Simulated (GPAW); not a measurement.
# Ni3 Cu1 Ni3 001: parallel and opposed starts

Aim: find out whether Ni3 Cu1 Ni3 001 carries moments, and which collinear order costs least.

Method: PBE; plane waves with GPAW's PAW setups, scalar-relativistic, in GPAW 26.7.0.

## Step 1: The starting structure

The cell holds 7 atoms: 6 Ni and 1 Cu. Its edges and angles: a = 2.556 Å, b = 2.556 Å, c = 22.147 Å, α = 90.0°, β = 90.0°, γ = 90.0°. ideal sites on the substrate's mesh, layer spacings from atomic volumes, unrelaxed, 12 A of vacuum. Vacuum lies along c.

## Step 2: Run 1 (ferro ++++++)

Parallel moments need no larger cell; this start tests for a ferromagnetic state only.

order1.py

```python
import json
import numpy as np
from ase import Atoms
from ase.parallel import paropen, parprint
from gpaw import GPAW

atoms = Atoms(['Ni', 'Ni', 'Ni', 'Cu', 'Ni', 'Ni', 'Ni'],
    cell=[[2.556191, 0.0, 0.0],
         [0.0, 2.556191, 0.0],
         [0.0, 0.0, 22.146749]],
    scaled_positions=[[0.0, 0.0, 0.27092],
         [0.5, 0.5, 0.346244],
         [0.0, 0.0, 0.421567],
         [0.5, 0.5, 0.5],
         [0.0, 0.0, 0.578433],
         [0.5, 0.5, 0.653756],
         [0.0, 0.0, 0.72908]],
    pbc=True,
    magmoms=[0.8, 0.8, 0.8, 0.0, 0.8, 0.8, 0.8])
atoms.calc = GPAW(mode={'name': 'pw', 'ecut': 450},
    xc='PBE',
    kpts={'size': (20, 20, 1), 'gamma': True},
    occupations={'name': 'fermi-dirac', 'width': 0.05},
    convergence={'density': 1e-05, 'energy': 1e-05},
    maxiter=200,
    mixer={'name': 'pulay', 'beta': 0.03, 'nmaxold': 8, 'weight': 100},
    symmetry={'tolerance': 1e-4},
    txt='order1.txt')
e = atoms.get_potential_energy(force_consistent=True)
res = {'free_energy': e, 'energy_sigma0': atoms.get_potential_energy(), 'fermi_energy': atoms.calc.get_fermi_level()}
res['moments'] = atoms.get_magnetic_moments().tolist()
res['total'] = atoms.get_magnetic_moment()
parprint('site moments (muB):', np.round(res['moments'], 3))
parprint(f"total moment: {res['total']:.3f} muB")
parprint(f'free energy: {e:.6f} eV')
atoms.calc.write('order1.gpw')
with paropen('results.json', 'w') as f:
    json.dump(res, f)
```

Run with:

```
$ OMP_NUM_THREADS=1 mpirun -n 4 gpaw python order1.py > order1.log
```

The next run changes these lines of the input before it:

```diff
@@ -18,3 +18,3 @@
     pbc=True,
-    magmoms=[0.8, 0.8, 0.8, 0.0, 0.8, 0.8, 0.8])
+    magmoms=[0.8, 0.8, 0.8, 0.0, -0.8, -0.8, -0.8])
 atoms.calc = GPAW(mode={'name': 'pw', 'ecut': 450},
@@ -27,3 +27,3 @@
     symmetry={'tolerance': 1e-4},
-    txt='order1.txt')
+    txt='order2.txt')
 e = atoms.get_potential_energy(force_consistent=True)
@@ -35,3 +35,3 @@
 parprint(f'free energy: {e:.6f} eV')
-atoms.calc.write('order1.gpw')
+atoms.calc.write('order2.gpw')
 with paropen('results.json', 'w') as f:
```

Q: Predict the largest site moment.

The site moments add up to 4.03 μB, near the cell's 3.79 μB; the space between the atoms is polarised against them. Symmetry leaves 4 kinds of site among the 7 atoms, and equivalent atoms carry values of equal size. The lowest state found is ferromagnetic, reached from the start ferro ++++++, with moments up to 0.788 μB.

| Item | Value |
| --- | --- |
| lowest state found | ferromagnetic (started as ferro ++++++) |
| largest site moment | 0.788 μB |
| next state | antiferromagnetic, 1.26 meV a seeded atom higher |

The two lowest states lie so close that the mesh, the functional or spin–orbit coupling could swap them. Only 2 starts are shown; other collinear patterns, canted and longer-period orders are not.

[Logs and program files are shortened in this print: banners, set-up blocks, solver, clock and traceback lines can be left out without a mark of their own.]

[Logs are printed without paths, hosts, clocks, repeated set-up lines and the standing remarks that a program may print on its own settings, such as how far it seeks lower states.]

[Hosts, paths, dates, database ids (printed as entryN), source tags and the programs' standing remarks are cut or masked in the printed files.]

[Where a cell is said to come from a database of computed structures, the database is the Materials Project.]
